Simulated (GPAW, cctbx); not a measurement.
## MgSn3Pt: what bonding does to one electron reflection, worked out

MgSn3Pt, I4mm (no. 107), a = 4.5451 Å, b = 4.5451 Å, c = 12.4106 Å, α = 90.00°, β = 90.00°, γ = 90.00°.

```csv
atom,mult.,x,y,z
Pt1,2,1/2,1/2,0.1178
Sn1,4,1/2,0,0.2437
Sn2,2,0,0,0.4074
Mg1,2,0,0,0.0516
```

The start was made by putting kin elements into a known structure type; the compound need not exist, or be stable, in this form.

A DFT run (GPAW, PBE, 450 eV, 6×6×6 k-points, Fermi–Dirac width 0.1 eV) gives the static X-ray structure factor of 110 as 72.149 e for the conventional cell; superposed free atoms give 72.559 e. **Problem.** Find the Fourier component V of the crystal potential and the two-beam extinction distance at 80 kV in both cases.

## 1. Geometry

The cell volume is Ω = 256.38 Å³ and d(110) = 3.2139 Å, so g = 1/d = 0.3111 Å⁻¹.

## 2. The nuclei

Electrons feel nuclei as well as electrons, so the nuclear charges are summed with the same phases.

Phase sums Σ exp(2πi h·x), turned so that the total is real and positive: Pt +2.000, Sn -2.000, Mg +2.000. Then F_Z = 78 × (+2.000) + 50 × (-2.000) + 12 × (+2.000) = 80.00 e. The electron term has the same sign for this reflection.

## 3. Mott–Bethe

Poisson's equation, term by term, gives V = (e/4πε₀)(F_Z − F)/(πΩg²), with e/4πε₀ = 14.3996 V Å.

The prefactor is 14.3996 × 3.2139²/(π × 256.38) = 0.18466 V per electron. Free atoms: (80.00 − 72.559) × 0.18466 = 1.374 V. Crystal: (80.00 − 72.149) × 0.18466 = 1.450 V. F changes by -0.57 % and V by +5.5 %: the same 0.41 e is measured against F_Z − F = 7.4 e in place of F = 72.6 e.

## 4. Extinction distance

In the two-beam case ξ = 1/(λU) with U = 2γm₀eV/h², that is ξ = 150.41 V Å²/(γλV).

At 80 kV, λ = 0.04176 Å and γ = 1.1566. Free atoms: ξ = 2267 Å. Crystal: ξ = 2148 Å. The thickness fringes go as sin²(πt/ξ), so the two patterns slip by a quarter of a period when t|1/ξ₁ − 1/ξ₀| = 1/4, at t ≈ 1028 nm, thicker than usual samples. Thermal motion, absorption and many-beam coupling, left out here, change a real pattern.

## 5. Answer

V(110) is 1.45 V against 1.37 V, and ξ is 2148 against 2267 Å. Limits: static atoms, two beams.

[Outputs are excerpts: Python notices, other lines and further rows are left out; steps that failed or that the build refused (PBEsol, TPSS) are not shown.]

[Logs are printed without paths, hosts, clocks, repeated set-up lines and the standing remarks that a program may print on its own settings, such as how far it seeks lower states.]
